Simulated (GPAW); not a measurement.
# Geometry or basis: what sets the conductance of a Mo chain with CO on top of one atom, part 2 of 2

Aim: the conductance of a Mo chain with CO on top of one atom after relaxation, and whether geometry, basis or functional moves it most.

GPAW 26.7.0; GPAW LCAO, PAW setups; relaxation of the junction within the symmetry of its start, lead ends held (the session's first sound run).

So far, transmission at the Fermi level (one spin): step 3 (double-zeta polarised basis) 3.68; step 4 (basis szp(dzp)) 3.66.

## 5. Minimal basis

Level of this step: GPAW LCAO, PAW setups; Landauer transmission from Green's functions with principal layers (ASE), zero bias (GPAW).

One function for each valence shell of the setup, as for a first survey of a large system.

Input file run.py:

```python
import json
import numpy as np
from ase import Atoms
from ase.transport.calculators import TransportCalculator
from gpaw import GPAW, FermiDirac
from gpaw.lcao.tools import get_lcao_hamiltonian
from scipy.linalg import eigh

# The junction with lead layers at both ends, along the third cell vector
device = Atoms(
    ['Mo', 'Mo', 'Mo', 'Mo', 'Mo', 'Mo', 'Mo', 'Mo', 'Mo', 'C', 'O', 'Mo', 'Mo', 'Mo', 'Mo', 'Mo', 'Mo', 'Mo', 'Mo'],
    positions=[
        [4.50000, 4.50000, 1.12500],
        [4.50000, 4.50000, 3.37500],
        [4.50000, 4.50000, 5.62500],
        [4.50000, 4.50000, 7.87500],
        [4.50000, 4.50000, 10.12500],
        [4.50000, 4.50000, 12.37500],
        [4.50000, 4.50000, 14.62500],
        [5.44469, 4.50000, 16.67309],
        [4.64725, 4.50000, 19.12500],
        [6.54334, 4.50000, 19.12500],
        [7.75835, 4.50000, 19.12500],
        [5.44469, 4.50000, 21.57691],
        [4.50000, 4.50000, 23.62500],
        [4.50000, 4.50000, 25.87500],
        [4.50000, 4.50000, 28.12500],
        [4.50000, 4.50000, 30.37500],
        [4.50000, 4.50000, 32.62500],
        [4.50000, 4.50000, 34.87500],
        [4.50000, 4.50000, 37.12500]],
    cell=[[9.0, 0.0, 0.0], [0.0, 9.0, 0.0], [0.0, 0.0, 38.25]],
    pbc=True)

# One principal layer of the lead: the first 5 atoms of the device
lead = Atoms(
    ['Mo', 'Mo', 'Mo', 'Mo', 'Mo'],
    positions=[
        [4.50000, 4.50000, 1.12500],
        [4.50000, 4.50000, 3.37500],
        [4.50000, 4.50000, 5.62500],
        [4.50000, 4.50000, 7.87500],
        [4.50000, 4.50000, 10.12500]],
    cell=[[9.0, 0.0, 0.0], [0.0, 9.0, 0.0], [0.0, 0.0, 11.25]],
    pbc=True)

settings = dict(mode='lcao', basis='sz(dzp)', xc='PBE', h=0.18,
                occupations=FermiDirac(0.1), maxiter=250,
                mixer=dict(beta=0.1, nmaxold=8, weight=100.0),
                convergence=dict(density=0.0001))
energies = np.arange(-2, 2 + 1e-9, 0.025)
eta = 0.0001
n1, n2 = 1, 1
# k and -k transmit alike, so half of the mesh across the current serves
mesh = [(i, j) for i in range(n1) for j in range(n2) if (i, j) <= (-i % n1, -j % n2)]
weights = np.array([1 if (i, j) == (-i % n1, -j % n2) else 2 for i, j in mesh]) / (n1 * n2)

# [... helper functions left out ...]
fermi_lead = ground_state(lead, (1, 1, 10), 'lead.txt')
fermi_device = ground_state(device, (1, 1, 2), 'device.txt')
# [... loop over the mesh left out, but for ...]
        # Shift the lead onto the potential of the device's first layer
        shift = ((H[:, 0, 0] - H0[:, 0, 0]) / S0[0, 0]).real.mean()
# [...]
kT = 8.617333e-5 * 300
bias = [0.1, 0.2, 0.5, 1.0, 1.5, 2.0]
# [... integrals and printing left out ...]
```

Started as:

```bash
> OMP_NUM_THREADS=1 OPENBLAS_NUM_THREADS=1 python run.py
```

The log of the run:

```text
basis functions: device 229, principal layer 65
Fermi level: lead -2.9953 eV, device -2.9096 eV; lead shifted by -0.0005 eV
largest coupling past the next layer 2.78e-05 eV, largest misfit of the first layer 0.019 eV
  E-E_F (eV)   T (one spin)  [channel counts left out]
    -2.000    9.4357e-01
    -1.975    9.5251e-01
    -1.950    9.6221e-01
[...]
1.975    2.0556e+00
     2.000    2.1777e+00
conductance at 300 K: 3.6698 G0 a cell; thermopower -1.439 uV/K
current from the zero-bias T(E) at 0.1 V: 28.415 uA
current from the zero-bias T(E) at 0.2 V: 56.716 uA
current from the zero-bias T(E) at 0.5 V: 139.84 uA
current from the zero-bias T(E) at 1.0 V: 268.43 uA
current from the zero-bias T(E) at 1.5 V: 384.84 uA
current from the zero-bias T(E) at 2.0 V: 490.43 uA
```

Run time: 3.2 min. Hardware: 1 thread of Arm Neoverse V1, shared host; peak memory 2.1 GiB.

This step gave:

- conductance: 3.670 G₀
- largest coupling past the next principal layer: 2.78e-5 eV
- largest misfit of the first principal layer: 0.01903 eV
- shift that aligns the lead: -5.11e-4 eV
- basis functions of the junction: 229
- basis functions of a principal layer: 65
- transmission at the Fermi level (one spin): 3.677

The conductance equals that of the dzp run to 0.2 %.

## 6. RPBE in the dzp basis: xc = "RPBE"

Back in the dzp basis, the functional changes from PBE to RPBE, to set the spread between functionals beside that between bases.

run.py: that of step 5 with these lines changed.

```diff
@@ -46,3 +46,3 @@
 
-settings = dict(mode='lcao', basis='sz(dzp)', xc='PBE', h=0.18,
+settings = dict(mode='lcao', basis='dzp', xc='RPBE', h=0.18,
                 occupations=FermiDirac(0.1), maxiter=250,
```

The log of the run:

```text
basis functions: device 519, principal layer 145
Fermi level: lead -2.6508 eV, device -2.5646 eV; lead shifted by -0.0027 eV
largest coupling past the next layer 2.83e-05 eV, largest misfit of the first layer 0.015 eV
  E-E_F (eV)   T (one spin)  [channel counts left out]
    -2.000    1.0060e+00
    -1.975    1.0130e+00
    -1.950    1.0207e+00
[...]
1.975    1.1521e+00
     2.000    9.4810e-01
conductance at 300 K: 3.6658 G0 a cell; thermopower -1.107 uV/K
current from the zero-bias T(E) at 0.1 V: 28.386 uA
current from the zero-bias T(E) at 0.2 V: 56.675 uA
current from the zero-bias T(E) at 0.5 V: 140.03 uA
current from the zero-bias T(E) at 1.0 V: 270.52 uA
current from the zero-bias T(E) at 1.5 V: 389.72 uA
current from the zero-bias T(E) at 2.0 V: 497.43 uA
```

The job ended after 7.4 min (1 thread; peak memory 2.3 GiB).

Numbers from this step:

```
conductance                                    : 3.666 G₀
largest coupling past the next principal layer : 2.83e-5 eV
largest misfit of the first principal layer    : 0.01524 eV
shift that aligns the lead                     : -0.002739 eV
basis functions of the junction                : 519
basis functions of a principal layer           : 145
transmission at the Fermi level (one spin)     : 3.672
```

One spin. Transmission, zone mean against energy, zero at the Fermi level:

```
energy (eV)  transmission, zone mean
     -2.000                     1.01
     -1.800                     1.09
     -1.600                     1.32
     -1.400                     2.15
     -1.200                     2.45
     -1.000                     2.52
     -0.800                     2.38
     -0.600                     2.80
     -0.400                     3.05
     -0.200                     3.45
      0.000                     3.67
      0.150                     3.70
      0.200                     3.70
      0.400                     3.62
      0.600                     3.43
      0.800                     3.13
      1.000                     2.88
      1.200                     2.81
      1.400                     2.28
      1.600                     2.37
      1.800                     1.92
      2.000                    0.948
```

The conductance, 3.67 G₀, lies 0.2 % below that of the dzp run.

## 7. The structure as built: geometry = "as built"

The dzp basis with PBE on the structure as first built shows what the relaxation was worth.

run.py: that of step 6 with these lines changed.

```diff
@@ -19,7 +19,7 @@
         [4.50000, 4.50000, 14.62500],
-        [5.44469, 4.50000, 16.67309],
-        [4.64725, 4.50000, 19.12500],
-        [6.54334, 4.50000, 19.12500],
-        [7.75835, 4.50000, 19.12500],
-        [5.44469, 4.50000, 21.57691],
+        [4.50000, 4.50000, 16.87500],
+        [4.50000, 4.50000, 19.12500],
+        [6.12990, 4.50000, 19.12500],
+        [7.28990, 4.50000, 19.12500],
+        [4.50000, 4.50000, 21.37500],
         [4.50000, 4.50000, 23.62500],
@@ -46,3 +46,3 @@
 
-settings = dict(mode='lcao', basis='dzp', xc='RPBE', h=0.18,
+settings = dict(mode='lcao', basis='dzp', xc='PBE', h=0.18,
                 occupations=FermiDirac(0.1), maxiter=250,
```

The log of the run:

```text
basis functions: device 519, principal layer 145
Fermi level: lead -2.7415 eV, device -2.7372 eV; lead shifted by 0.0049 eV
largest coupling past the next layer 2.80e-05 eV, largest misfit of the first layer 0.018 eV
  E-E_F (eV)   T (one spin)  [channel counts left out]
    -2.000    2.9254e+00
    -1.975    2.9256e+00
    -1.950    2.9258e+00
[...]
1.975    2.9139e+00
     2.000    2.5073e+00
conductance at 300 K: 4.4036 G0 a cell; thermopower 0.469 uV/K
current from the zero-bias T(E) at 0.1 V: 34.109 uA
current from the zero-bias T(E) at 0.2 V: 68.163 uA
current from the zero-bias T(E) at 0.5 V: 169.54 uA
current from the zero-bias T(E) at 1.0 V: 334.73 uA
current from the zero-bias T(E) at 1.5 V: 494.24 uA
current from the zero-bias T(E) at 2.0 V: 645.26 uA
```

Elapsed: 7.9 min, on 1 thread; peak memory 2.3 GiB.

This step gave:

```yaml
conductance: 4.404 G₀
largest_coupling_past_the_next_principal_layer: 2.80e-5 eV
largest_misfit_of_the_first_principal_layer: 0.01806 eV
shift_that_aligns_the_lead: 0.004857 eV
transmission_at_the_fermi_level_one_spin: 4.407
```

The conductance, 4.40 G₀, lies 20 % above that of the dzp run.

## 8. Cost and result by level

Times are for 1 thread of Arm Neoverse V1, shared host. The series side by side:

```
no.       run  conductance (G₀)     time  memory (GiB)
  1       dzp             3.675  6.9 min           2.3
  2       szp             3.652    4 min           2.2
  3        sz             3.670  3.2 min           2.1
  4  dzp RPBE             3.666  7.4 min           2.3
  5   asbuilt             4.404  7.9 min           2.3
```

## 9. The levels side by side

The curves are compared point by point over the common energies.

This step: comparison of transmission and cost over codes, levels and geometry (GPAW 26.7.0).

Ladder, by row:

```
    step  code  T at the Fermi level (sum over the listed spins)  conductance (G0)  r.m.s. T(E) from the first  wall time (s)  peak memory (GiB)  threads
     dzp  GPAW                                              3.68             3.675                           0          416.3               2.32        1
     szp  GPAW                                             3.659             3.652                      0.2127          238.5                2.2        1
      sz  GPAW                                             3.677              3.67                      0.2049          193.3               2.09        1
dzp-RPBE  GPAW                                             3.672             3.666                     0.04742          443.9               2.33        1
 asbuilt  GPAW                                             4.407             4.404                       1.173          472.1               2.32        1
```

The transmission, zone mean, sum over the listed spins by energy, zero at the Fermi level:

```
energy (eV)    dzp    szp     sz  dzp-RPBE  asbuilt
     -2.000   1.01  0.952  0.944      1.01     2.93
     -1.800   1.09   1.04   1.05      1.09     2.93
     -1.600   1.32   1.26   1.29      1.32     2.93
     -1.400   2.15   1.65   1.70      2.15     3.00
     -1.200   2.45   2.41   2.44      2.45     3.07
     -1.000   2.54   2.50   2.52      2.52     3.61
     -0.800   2.41   2.29   2.36      2.38     3.92
     -0.600   2.84   2.70   2.72      2.80     4.18
     -0.400   3.09   2.94   2.97      3.05     4.32
     -0.200   3.47   3.39   3.41      3.45     4.40
      0.000   3.68   3.66   3.68      3.67     4.41
      0.125   3.71   3.70   3.72      3.70     4.35
      0.150   3.70   3.70   3.72      3.70     4.34
      0.200   3.70   3.69   3.71      3.70     4.30
      0.400   3.62   3.58   3.59      3.62     4.18
      0.600   3.43   3.35   3.36      3.43     4.10
      0.800   3.13   3.05   3.06      3.13     4.03
      1.000   2.89   2.82   2.83      2.88     3.96
      1.200   2.81   2.77   2.78      2.81     3.88
      1.400   2.28   2.29   2.28      2.28     3.78
      1.600   2.42   2.19   2.20      2.37     3.52
      1.800   1.79   1.88   1.77      1.92     3.14
      2.000  0.959   1.66   2.18     0.948     2.51
```

## 10. Basis sz(dzp), broadening 0.05

A smaller basis is cheaper in every inversion. The broadening keeps the Green's functions finite; too large a value absorbs electrons where channels are open and leaks them where none are.

This step: GPAW LCAO, PAW setups; Landauer transmission from Green's functions with principal layers (ASE), zero bias (GPAW 26.7.0).

run.py: that of step 7 with these lines changed.

```diff
@@ -19,7 +19,7 @@
         [4.50000, 4.50000, 14.62500],
-        [4.50000, 4.50000, 16.87500],
-        [4.50000, 4.50000, 19.12500],
-        [6.12990, 4.50000, 19.12500],
-        [7.28990, 4.50000, 19.12500],
-        [4.50000, 4.50000, 21.37500],
+        [5.44469, 4.50000, 16.67309],
+        [4.64725, 4.50000, 19.12500],
+        [6.54334, 4.50000, 19.12500],
+        [7.75835, 4.50000, 19.12500],
+        [5.44469, 4.50000, 21.57691],
         [4.50000, 4.50000, 23.62500],
@@ -46,3 +46,3 @@
 
-settings = dict(mode='lcao', basis='dzp', xc='PBE', h=0.18,
+settings = dict(mode='lcao', basis='sz(dzp)', xc='PBE', h=0.18,
                 occupations=FermiDirac(0.1), maxiter=250,
@@ -51,3 +51,3 @@
 energies = np.arange(-2, 2 + 1e-9, 0.025)
-eta = 0.0001
+eta = 0.05
 n1, n2 = 1, 1
```

The log of the run:

```text
basis functions: device 229, principal layer 65
Fermi level: lead -2.9953 eV, device -2.9096 eV; lead shifted by -0.0005 eV
largest coupling past the next layer 2.78e-05 eV, largest misfit of the first layer 0.019 eV
  E-E_F (eV)   T (one spin)  [channel counts left out]
    -2.000    4.4666e-01
    -1.975    4.5382e-01
    -1.950    4.6120e-01
    -1.925    4.6888e-01
    -1.900    4.7692e-01
    -1.875    4.8542e-01
    -1.850    4.9444e-01
    -1.825    5.0407e-01
    -1.800    5.1439e-01
    -1.775    5.2548e-01
    -1.750    5.3740e-01
    -1.725    5.5022e-01
    -1.700    5.6401e-01
    -1.675    5.7879e-01
    -1.650    5.9460e-01
    -1.625    6.1145e-01
[...]
1.825    7.9871e-01
     1.850    7.8389e-01
     1.875    7.7105e-01
     1.900    7.6038e-01
     1.925    7.5196e-01
     1.950    7.4549e-01
     1.975    7.3976e-01
     2.000    7.3252e-01
conductance at 300 K: 1.2755 G0 a cell; thermopower -2.358 uV/K
current from the zero-bias T(E) at 0.1 V: 9.8761 uA
current from the zero-bias T(E) at 0.2 V: 19.712 uA
current from the zero-bias T(E) at 0.5 V: 48.59 uA
current from the zero-bias T(E) at 1.0 V: 93.096 uA
current from the zero-bias T(E) at 1.5 V: 132.68 uA
current from the zero-bias T(E) at 2.0 V: 172.57 uA
```

The job ended after 3.2 min (1 thread; peak memory 2.1 GiB).

The run finished with changed settings (basis = "sz(dzp)" and eta = 0.05); it serves as a test.

Side by side:

```
                                           quantity   this run   sound run  difference
                                   conductance (G₀)     1.2755      3.6750       -2.40
largest coupling past the next principal layer (eV)   2.781e-5    2.799e-5     -1.8e-7
   largest misfit of the first principal layer (eV)   0.019030    0.017024     0.00201
                    shift that aligns the lead (eV)  -5.109e-4  -0.0047358     0.00422
                    basis functions of the junction        229         519        -290
               basis functions of a principal layer         65         145         -80
         transmission at the Fermi level (one spin)     1.2780      3.6804       -2.40
```

One result that differs is the conductance, 1.28 G₀ against 3.67 G₀.

## 11. What came out

```yaml
conductance: 3.67 G₀
transmission_at_the_fermi_level_mean_of_the_spins: 3.68
```

**Reading.** In the dzp basis the junction conducts 3.67 G₀ at 300 K, with T = 3.68 a spin at the Fermi level; the sz basis reaches that conductance within 10 %. Relaxation moved atoms by up to 0.97 Å and took the conductance from 4.40 to 3.67 G₀, as a ratio a larger change than the step from dzp to the minimal basis. At the Fermi level the three most open eigenchannels pass 1.00, 0.99 and 0.99. Measured against the first run (dzp), the nearest curve is that of dzp-RPBE (r.m.s. 0.047) and the farthest that of asbuilt (1.2). Over the compared runs wall time goes from 193 s (sz) to 472 s (asbuilt), on a shared host. The leads kept an estimated spacing and the cell its length, so the junction may be under some tension or compression. The geometry comes from the orbital basis, which tends to overbind, and kept the symmetry of the start, so a structure of lower symmetry may lie lower. The run had no spin polarisation, so a magnetic state, which chains and small molecules with open shells often have, wasn't tested. An evenly spaced straight chain is an idealisation: free chains tend to dimerise, zigzag or, where a band edge lies near the Fermi level, turn magnetic. The currents use the zero-bias T(E) throughout, which holds only while the bias is small against the distance to the nearest feature. The thermopower isn't quoted: it samples T(E) farther from the Fermi level than the conductance does, and the energy grid wasn't tested for it.

[Logs are printed without paths, hosts, clocks, repeated set-up lines and the standing remarks that a program may print on its own settings, such as how far it seeks lower states.]

[Hosts, paths, dates, database ids (printed as entryN), source tags and the programs' standing remarks are cut or masked in the printed files.]
